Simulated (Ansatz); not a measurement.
# Squeezing and shearing glassy 61P2O5-28SrO-11Al2O3 (mol %) (97 atoms), part 3 of 4

How stiff is glassy 61P2O5-28SrO-11Al2O3 (mol %) (97 atoms), and how do its levels respond to strain?

Ansatz 0.2.0; Kohn-Sham DFT, revPBE, PAW (set soft_2), plane waves.

The cell: 22 P, 5 Sr, 4 Al and 66 O. The quench rate of 500 K/ps far exceeds what a furnace or splat quench reaches. The starting topology of bonds comes from the classical model. Only the Γ point is sampled.

So far. Step 8 (Volume +6 %): The relaxation converged after 9 steps, 1.47 eV below its start, with a largest force component of 0.038 eV/Å. Step 8 (Volume +6 %): Volume +6 %: the energy stands 0.535 eV above that of the reference, at a pressure of -1.82 GPa.

## 9. Volume -10 %

The relaxed cell is scaled to another volume.

input.yaml

```yaml
crystal:
  lattice:
    - [10.97452, -0.11493, 0.25052]
    - [-0.11493, 10.89093, -0.18689]
    - [0.25052, -0.18689, 11.18887]
  atoms:
    [... the 97 atom lines of step 4 ...]
kpoints:
  mp_grid: { grid: [1, 1, 1] }
hamiltonian:
  xc: revpbe
scf:
  occupations: { method: fermi_dirac, width: 0.05 }
output:
  forces: true
  eigenvalues: true
  stress: true
relax:
  f_tol: 0.05
  max_steps: 70
```

Command:

```
ansatz run input.yaml --threads 4 --pin off --max-ram 8192MiB --backend cpu --events-out ev --progress --plain --runs-dir out
```

Numbers of over 12 decimals in the logs are rounded to 6 here.

What it wrote:

```text
[...]
Crystal: 97 atoms, lattice volume = 1336.120 Å³
Basis set: ecut = 420 eV, 26165 PW (Γ), exchange–correlation on 150×150×150 points (8 copies of the dense FFT grid, shifted against one another)
Bands: 381, of which v1, the nominal top of the filled ones, is band 284 counted from 1 (283 counted from 0)
Symmetry: 1 space group operations
[...]
k-points: 1
[...]
SCF iter   1: F=—  HF=-74166.867856 eV  |F-HF|=—  |Δ(HF+E_count)|=         —  Δρ=4.18e-3  dr2=3.12e-1  ethr=1.77e-3  ⟨swp⟩=8.0  Hψ=2148  notcnv=0  defer=76
[...]
SCF iter   5: F=—  HF=-74166.840023 eV  |F-HF|=—  |Δ(HF+E_count)|=   3.03e-5  Δρ=1.72e-4  dr2=3.51e-4  ethr=2.88e-7  ⟨swp⟩=3.0  Hψ=553  notcnv=0  defer=93
SCF iter   6: F=-74166.840041 eV  HF=-74166.840040 eV  |F-HF|=1.45e-6  |Δ(HF+E_count)|=   1.73e-5  Δρ=4.74e-5  dr2=2.57e-5  ethr=1.10e-8  ⟨swp⟩=20.0  Hψ=3104  notcnv=0
SCF 1 converged in 6 iterations: F = -74166.840041 eV  dr2 = 2.57e-5
[...]
relax step   1: F+E_penalty+E_count = -74166.84004134 eV  Δ(F+E_penalty+E_count) = +0.000e0 eV  max|allowed force component| = 3.459e0 eV/Å  Δτ_max = 0.0000 Å  (6 SCF iters, dr2 threshold 6.25e-5 eV, accepted)
[...]
relax step   2: F+E_penalty+E_count = -74170.24359177 eV  Δ(F+E_penalty+E_count) = -3.404e0 eV  max|allowed force component| = 1.664e0 eV/Å  Δτ_max = 0.1649 Å  (6 SCF iters, dr2 threshold 1.00e-4 eV, accepted)
[...]
relax step   3: F+E_penalty+E_count = -74171.78196986 eV  Δ(F+E_penalty+E_count) = -1.538e0 eV  max|allowed force component| = 6.047e-1 eV/Å  Δτ_max = 0.1910 Å  (8 SCF iters, dr2 threshold 1.00e-4 eV, accepted)
relax step   4: F+E_penalty+E_count = -74171.99798468 eV  Δ(F+E_penalty+E_count) = -2.160e-1 eV  max|allowed force component| = 6.857e-1 eV/Å  Δτ_max = 0.2000 Å  (7 SCF iters, dr2 threshold 4.83e-5 eV, accepted)
relax step   5: F+E_penalty+E_count = -74172.14489663 eV  Δ(F+E_penalty+E_count) = -1.469e-1 eV  max|allowed force component| = 3.577e-1 eV/Å  Δτ_max = 0.1746 Å  (6 SCF iters, dr2 threshold 6.21e-5 eV, accepted)
relax step   6: F+E_penalty+E_count = -74172.25744155 eV  Δ(F+E_penalty+E_count) = -1.125e-1 eV  max|allowed force component| = 2.815e-1 eV/Å  Δτ_max = 0.2000 Å  (7 SCF iters, dr2 threshold 3.48e-5 eV, accepted)
relax step   7: F+E_penalty+E_count = -74172.30257154 eV  Δ(F+E_penalty+E_count) = -4.513e-2 eV  max|allowed force component| = 2.056e-1 eV/Å  Δτ_max = 0.1073 Å  (7 SCF iters, dr2 threshold 2.16e-5 eV, accepted)
relax step   8: F+E_penalty+E_count = -74172.33801484 eV  Δ(F+E_penalty+E_count) = -3.544e-2 eV  max|allowed force component| = 3.350e-1 eV/Å  Δτ_max = 0.1244 Å  (6 SCF iters, dr2 threshold 2.26e-5 eV, accepted)
relax step   9: F+E_penalty+E_count = -74172.39359012 eV  Δ(F+E_penalty+E_count) = -5.558e-2 eV  max|allowed force component| = 2.030e-1 eV/Å  Δτ_max = 0.2000 Å  (6 SCF iters, dr2 threshold 5.99e-5 eV, accepted)
relax step  10: F+E_penalty+E_count = -74172.42225281 eV  Δ(F+E_penalty+E_count) = -2.866e-2 eV  max|allowed force component| = 1.869e-1 eV/Å  Δτ_max = 0.0611 Å  (6 SCF iters, dr2 threshold 1.51e-5 eV, accepted)
relax step  11: F+E_penalty+E_count = -74172.33755344 eV  Δ(F+E_penalty+E_count) = +8.470e-2 eV  max|allowed force component| = 6.037e-1 eV/Å  Δτ_max = 0.2000 Å  (8 SCF iters, dr2 threshold 1.28e-5 eV, rejected (line search))
relax step  12: F+E_penalty+E_count = -74172.45441281 eV  Δ(F+E_penalty+E_count) = -3.216e-2 eV  max|allowed force component| = 1.344e-1 eV/Å  Δτ_max = 0.0883 Å  (10 SCF iters, accepted)
relax step  13: F+E_penalty+E_count = -74172.45967353 eV  Δ(F+E_penalty+E_count) = -5.261e-3 eV  max|allowed force component| = 1.204e-1 eV/Å  Δτ_max = 0.0399 Å  (6 SCF iters, dr2 threshold 9.34e-6 eV, accepted)
relax step  14: F+E_penalty+E_count = -74172.46657291 eV  Δ(F+E_penalty+E_count) = -6.899e-3 eV  max|allowed force component| = 9.954e-2 eV/Å  Δτ_max = 0.0166 Å  (6 SCF iters, dr2 threshold 7.50e-6 eV, accepted)
relax step  15: F+E_penalty+E_count = -74172.48542524 eV  Δ(F+E_penalty+E_count) = -1.885e-2 eV  max|allowed force component| = 1.837e-1 eV/Å  Δτ_max = 0.1597 Å  (7 SCF iters, dr2 threshold 6.77e-6 eV, accepted)
relax step  16: F+E_penalty+E_count = -74172.50768967 eV  Δ(F+E_penalty+E_count) = -2.226e-2 eV  max|allowed force component| = 2.615e-1 eV/Å  Δτ_max = 0.1140 Å  (6 SCF iters, dr2 threshold 2.30e-5 eV, accepted)
relax step  17: F+E_penalty+E_count = -74172.56944890 eV  Δ(F+E_penalty+E_count) = -6.176e-2 eV  max|allowed force component| = 3.966e-1 eV/Å  Δτ_max = 0.1977 Å  (6 SCF iters, dr2 threshold 6.84e-5 eV, accepted)
relax step  18: F+E_penalty+E_count = -74172.63026513 eV  Δ(F+E_penalty+E_count) = -6.082e-2 eV  max|allowed force component| = 3.700e-1 eV/Å  Δτ_max = 0.0772 Å  (6 SCF iters, dr2 threshold 1.00e-4 eV, accepted)
relax step  19: F+E_penalty+E_count = -74172.57716181 eV  Δ(F+E_penalty+E_count) = +5.310e-2 eV  max|allowed force component| = 1.436e0 eV/Å  Δτ_max = 0.1912 Å  (6 SCF iters, dr2 threshold 1.00e-4 eV, rejected (line search))
relax step  20: F+E_penalty+E_count = -74172.68855944 eV  Δ(F+E_penalty+E_count) = -5.829e-2 eV  max|allowed force component| = 1.758e-1 eV/Å  Δτ_max = 0.0956 Å  (9 SCF iters, accepted)
relax step  21: F+E_penalty+E_count = -74172.70556446 eV  Δ(F+E_penalty+E_count) = -1.701e-2 eV  max|allowed force component| = 1.439e-1 eV/Å  Δτ_max = 0.1000 Å  (7 SCF iters, dr2 threshold 6.97e-6 eV, accepted)
relax step  22: F+E_penalty+E_count = -74172.71654999 eV  Δ(F+E_penalty+E_count) = -1.099e-2 eV  max|allowed force component| = 1.443e-1 eV/Å  Δτ_max = 0.0284 Å  (6 SCF iters, dr2 threshold 4.67e-6 eV, accepted)
relax step  23: F+E_penalty+E_count = -74172.69410847 eV  Δ(F+E_penalty+E_count) = +2.244e-2 eV  max|allowed force component| = 3.142e-1 eV/Å  Δτ_max = 0.0912 Å  (7 SCF iters, dr2 threshold 1.40e-5 eV, rejected (line search))
relax step  24: F+E_penalty+E_count = -74172.72513033 eV  Δ(F+E_penalty+E_count) = -8.580e-3 eV  max|allowed force component| = 1.328e-1 eV/Å  Δτ_max = 0.0330 Å  (9 SCF iters, accepted)
relax step  25: F+E_penalty+E_count = -74172.71130009 eV  Δ(F+E_penalty+E_count) = +1.383e-2 eV  max|allowed force component| = 3.022e-1 eV/Å  Δτ_max = 0.1000 Å  (7 SCF iters, dr2 threshold 1.49e-5 eV, rejected (line search))
[...]
relax step  26: F+E_penalty+E_count = -74172.73027696 eV  Δ(F+E_penalty+E_count) = -5.147e-3 eV  max|allowed force component| = 3.690e-2 eV/Å  Δτ_max = 0.0401 Å  (9 SCF iters, accepted)
SCF converged after 9 iterations
Free energy (F): -74172.730277 eV
[...]
Internal energy: -74172.730277 eV  (E = F + TS)
E sigma→0 (E₀):  -74172.730277 eV
Fermi energy:    5.830443 eV
[...]
Σ components = -74172.730277   (vs F -74172.730277, Δ=0.00e0)
--- Forces (eV/Å), atoms counted from 1 ---
  atom   1  P      0.00296361     0.01056769    -0.00495755
  atom   2  P     -0.01393733    -0.03472732    -0.00563977
  atom   3  P      0.01112917     0.01132320    -0.01173879
  atom   4  P     -0.00199816     0.00245269     0.01755004
[...]
atom  97  O      0.00330709    -0.00636126     0.00788282
  max |Σ_I F_I| component: 2.85e-5 eV/Å
--- Stress (GPa, compression-positive) ---
        3.788199       1.196765       0.079698
        1.196763       4.391722      -0.095005
        0.079700      -0.095008       3.872328
  P = ⅓ Tr σ = 4.0174 GPa (40.174 kbar)
--- Band table (eV) ---
[...]
--- Relaxed structure (26 steps of the walk, 22 accepted, 0 SCFs on fresh bases) ---
  F+E_penalty+E_count = -74172.73027696 eV   max|allowed force component| = 3.690e-2 eV/Å
  atoms:
    - { symbol: P, position: [0.435392, 0.544750, 0.593487] }
    - { symbol: P, position: [0.267117, 0.952388, 0.416981] }
    - { symbol: P, position: [0.437432, 0.807506, 0.973846] }
    - { symbol: P, position: [0.082511, 0.635286, 0.723233] }
[...]
- { symbol: O, position: [0.323456, 0.882819, 0.960392] }
```

Wall time 7.9 min (4 threads of Arm Neoverse V1, shared host); peak memory 1.7 GiB.

The relaxation converged after 26 steps, 5.89 eV below its start, with a largest force component of 0.037 eV/Å.

Volume -10 %: the energy stands 1.54 eV above that of the reference, at a pressure of 4.02 GPa.

## 10. Stretched by 1 % along x

The relaxed cell is strained along x alone, which gives the stiffness along x and its coupling to y and z.

input.yaml, the sections that differ from step 9:

```yaml
crystal:
  lattice:
    - [11.48047, -0.11904, 0.25947]
    - [-0.12023, 11.28022, -0.19357]
    - [0.26206, -0.19357, 11.58881]
  atoms:
    [... the 97 atom lines of step 4 ...]
# kpoints, hamiltonian, scf, output, relax: as in step 9
```

What it wrote:

```text
[...]
Crystal: 97 atoms, lattice volume = 1499.426 Å³
Basis set: ecut = 420 eV, 29325 PW (Γ), exchange–correlation on 160×160×160 points (8 copies of the dense FFT grid, shifted against one another)
Bands: 381, of which v1, the nominal top of the filled ones, is band 284 counted from 1 (283 counted from 0)
Symmetry: 1 space group operations
[...]
k-points: 1
[...]
SCF iter   1: F=—  HF=-74174.211658 eV  |F-HF|=—  |Δ(HF+E_count)|=         —  Δρ=4.00e-3  dr2=3.38e-1  ethr=1.77e-3  ⟨swp⟩=8.0  Hψ=2124  notcnv=0  defer=73
[...]
SCF iter   5: F=—  HF=-74174.160870 eV  |F-HF|=—  |Δ(HF+E_count)|=   3.57e-4  Δρ=1.98e-4  dr2=5.65e-4  ethr=4.49e-7  ⟨swp⟩=3.0  Hψ=575  notcnv=0  defer=93
SCF iter   6: F=-74174.160847 eV  HF=-74174.160852 eV  |F-HF|=5.66e-6  |Δ(HF+E_count)|=   1.82e-5  Δρ=5.93e-5  dr2=4.80e-5  ethr=1.10e-8  ⟨swp⟩=22.0  Hψ=3089  notcnv=0
SCF 1 converged in 6 iterations: F = -74174.160847 eV  dr2 = 4.80e-5
[...]
relax step   1: F+E_penalty+E_count = -74174.16084662 eV  Δ(F+E_penalty+E_count) = +0.000e0 eV  max|allowed force component| = 6.236e-1 eV/Å  Δτ_max = 0.0000 Å  (6 SCF iters, dr2 threshold 6.25e-5 eV, accepted)
[...]
relax step   2: F+E_penalty+E_count = -74174.21009833 eV  Δ(F+E_penalty+E_count) = -4.925e-2 eV  max|allowed force component| = 3.157e-1 eV/Å  Δτ_max = 0.0281 Å  (5 SCF iters, dr2 threshold 2.43e-5 eV, accepted)
[...]
relax step   3: F+E_penalty+E_count = -74174.23617389 eV  Δ(F+E_penalty+E_count) = -2.608e-2 eV  max|allowed force component| = 1.008e-1 eV/Å  Δτ_max = 0.0311 Å  (6 SCF iters, dr2 threshold 6.23e-6 eV, accepted)
relax step   4: F+E_penalty+E_count = -74174.23956472 eV  Δ(F+E_penalty+E_count) = -3.391e-3 eV  max|allowed force component| = 5.305e-2 eV/Å  Δτ_max = 0.0179 Å  (8 SCF iters, accepted)
relax step   5: F+E_penalty+E_count = -74174.20348640 eV  Δ(F+E_penalty+E_count) = +3.608e-2 eV  max|allowed force component| = 2.293e-1 eV/Å  Δτ_max = 0.0847 Å  (9 SCF iters, rejected (line search))
[...]
relax step   6: F+E_penalty+E_count = -74174.24245140 eV  Δ(F+E_penalty+E_count) = -2.887e-3 eV  max|allowed force component| = 2.382e-2 eV/Å  Δτ_max = 0.0166 Å  (9 SCF iters, accepted)
SCF converged after 9 iterations
Free energy (F): -74174.242451 eV
[...]
Internal energy: -74174.242451 eV  (E = F + TS)
E sigma→0 (E₀):  -74174.242451 eV
Fermi energy:    4.545520 eV
[...]
Σ components = -74174.242451   (vs F -74174.242451, Δ=0.00e0)
--- Forces (eV/Å), atoms counted from 1 ---
  atom   1  P     -0.00270537    -0.00747034    -0.01113965
  atom   2  P      0.00457089    -0.00067816    -0.00877443
  atom   3  P      0.00427359     0.00279788     0.00316880
  atom   4  P     -0.02381882     0.00052380     0.00221124
[...]
atom  97  O     -0.00076477    -0.00047390    -0.00076489
  max |Σ_I F_I| component: 3.99e-5 eV/Å
--- Stress (GPa, compression-positive) ---
       -0.742001      -0.052729       0.086800
       -0.052735      -0.247472      -0.011526
        0.086802      -0.011530      -0.238958
  P = ⅓ Tr σ = -0.4095 GPa (-4.095 kbar)
--- Band table (eV) ---
[...]
--- Relaxed structure (6 steps of the walk, 5 accepted, 0 SCFs on fresh bases) ---
  F+E_penalty+E_count = -74174.24245140 eV   max|allowed force component| = 2.382e-2 eV/Å
  atoms:
    - { symbol: P, position: [0.433797, 0.556311, 0.579779] }
    - { symbol: P, position: [0.255233, 0.945678, 0.427453] }
    - { symbol: P, position: [0.450256, 0.798492, 0.948573] }
    - { symbol: P, position: [0.085391, 0.623356, 0.748716] }
[...]
- { symbol: O, position: [0.345266, 0.877363, 0.933725] }
```

The job ended after 2 min (4 threads; peak memory 1.9 GiB).

The relaxation converged after 6 steps, 0.0816 eV below its start, with a largest force component of 0.024 eV/Å.

Stretched by 1 % along x: the energy stands 0.0310 eV above that of the reference, at a pressure of -0.409 GPa.

## 11. Compressed by 1 % along x

The relaxed cell is strained along x alone, which gives the stiffness along x and its coupling to y and z.

input.yaml, the sections that differ from step 10:

```yaml
crystal:
  lattice:
    - [11.25313, -0.11904, 0.25947]
    - [-0.11785, 11.28022, -0.19357]
    - [0.25688, -0.19357, 11.58881]
  atoms:
    [... the 97 atom lines of step 4 ...]
# kpoints, hamiltonian, scf, output, relax: as in step 10
```

What it wrote:

```text
[...]
Crystal: 97 atoms, lattice volume = 1469.734 Å³
Basis set: ecut = 420 eV, 28741 PW (Γ), exchange–correlation on 160×160×160 points (8 copies of the dense FFT grid, shifted against one another)
Bands: 381, of which v1, the nominal top of the filled ones, is band 284 counted from 1 (283 counted from 0)
Symmetry: 1 space group operations
[...]
k-points: 1
[...]
SCF iter   1: F=—  HF=-74174.202921 eV  |F-HF|=—  |Δ(HF+E_count)|=         —  Δρ=4.00e-3  dr2=3.28e-1  ethr=1.77e-3  ⟨swp⟩=8.0  Hψ=2125  notcnv=0  defer=74
[...]
SCF iter   5: F=—  HF=-74174.159033 eV  |F-HF|=—  |Δ(HF+E_count)|=   2.76e-4  Δρ=1.87e-4  dr2=4.91e-4  ethr=3.95e-7  ⟨swp⟩=3.0  Hψ=618  notcnv=0  defer=93
SCF iter   6: F=-74174.159024 eV  HF=-74174.159027 eV  |F-HF|=2.19e-6  |Δ(HF+E_count)|=   6.46e-6  Δρ=5.56e-5  dr2=3.98e-5  ethr=1.10e-8  ⟨swp⟩=23.0  Hψ=3146  notcnv=0
SCF 1 converged in 6 iterations: F = -74174.159024 eV  dr2 = 3.98e-5
[...]
relax step   1: F+E_penalty+E_count = -74174.15902443 eV  Δ(F+E_penalty+E_count) = +0.000e0 eV  max|allowed force component| = 6.615e-1 eV/Å  Δτ_max = 0.0000 Å  (6 SCF iters, dr2 threshold 6.25e-5 eV, accepted)
[...]
relax step   2: F+E_penalty+E_count = -74174.21036343 eV  Δ(F+E_penalty+E_count) = -5.134e-2 eV  max|allowed force component| = 3.186e-1 eV/Å  Δτ_max = 0.0292 Å  (5 SCF iters, dr2 threshold 2.73e-5 eV, accepted)
[...]
relax step   3: F+E_penalty+E_count = -74174.23687917 eV  Δ(F+E_penalty+E_count) = -2.652e-2 eV  max|allowed force component| = 9.346e-2 eV/Å  Δτ_max = 0.0295 Å  (6 SCF iters, dr2 threshold 6.34e-6 eV, accepted)
relax step   4: F+E_penalty+E_count = -74174.23995372 eV  Δ(F+E_penalty+E_count) = -3.075e-3 eV  max|allowed force component| = 5.633e-2 eV/Å  Δτ_max = 0.0228 Å  (8 SCF iters, accepted)
relax step   5: F+E_penalty+E_count = -74174.19637129 eV  Δ(F+E_penalty+E_count) = +4.358e-2 eV  max|allowed force component| = 2.270e-1 eV/Å  Δτ_max = 0.1117 Å  (9 SCF iters, rejected (line search))
[...]
relax step   6: F+E_penalty+E_count = -74174.24338457 eV  Δ(F+E_penalty+E_count) = -3.431e-3 eV  max|allowed force component| = 3.181e-2 eV/Å  Δτ_max = 0.0186 Å  (9 SCF iters, accepted)
SCF converged after 9 iterations
Free energy (F): -74174.243385 eV
[...]
Internal energy: -74174.243385 eV  (E = F + TS)
E sigma→0 (E₀):  -74174.243385 eV
Fermi energy:    4.801675 eV
[...]
Σ components = -74174.243385   (vs F -74174.243385, Δ=0.00e0)
--- Forces (eV/Å), atoms counted from 1 ---
  atom   1  P      0.00160603    -0.00510611    -0.01181031
  atom   2  P     -0.02249862    -0.00625177     0.01251029
  atom   3  P     -0.00390362    -0.00694890    -0.00319865
  atom   4  P      0.00579865    -0.00713165    -0.00157609
[...]
atom  97  O      0.00416894     0.00024999     0.00658493
  max |Σ_I F_I| component: 1.05e-4 eV/Å
--- Stress (GPa, compression-positive) ---
        0.748616       0.016353      -0.055314
        0.016345       0.264673       0.003361
       -0.055312       0.003358       0.259583
  P = ⅓ Tr σ = 0.4243 GPa (4.243 kbar)
--- Band table (eV) ---
[...]
--- Relaxed structure (6 steps of the walk, 5 accepted, 0 SCFs on fresh bases) ---
  F+E_penalty+E_count = -74174.24338457 eV   max|allowed force component| = 3.181e-2 eV/Å
  atoms:
    - { symbol: P, position: [0.434148, 0.555546, 0.583472] }
    - { symbol: P, position: [0.259201, 0.945391, 0.425842] }
    - { symbol: P, position: [0.451190, 0.798042, 0.950138] }
    - { symbol: P, position: [0.079811, 0.626565, 0.747676] }
[...]
- { symbol: O, position: [0.344213, 0.877435, 0.936815] }
```

The job ended after 2 min (4 threads; peak memory 1.9 GiB).

The relaxation converged after 6 steps, 0.0844 eV below its start, with a largest force component of 0.032 eV/Å.

Compressed by 1 % along x: the energy stands 0.0300 eV above that of the reference, at a pressure of 0.424 GPa.

[end of part 3 of 4]

[Logs are printed without paths, hosts, clocks, repeated set-up lines and the standing remarks that a program may print on its own settings, such as how far it seeks lower states.]

[Hosts, paths, dates, database ids (printed as entryN), source tags and the programs' standing remarks are cut or masked in the printed files.]
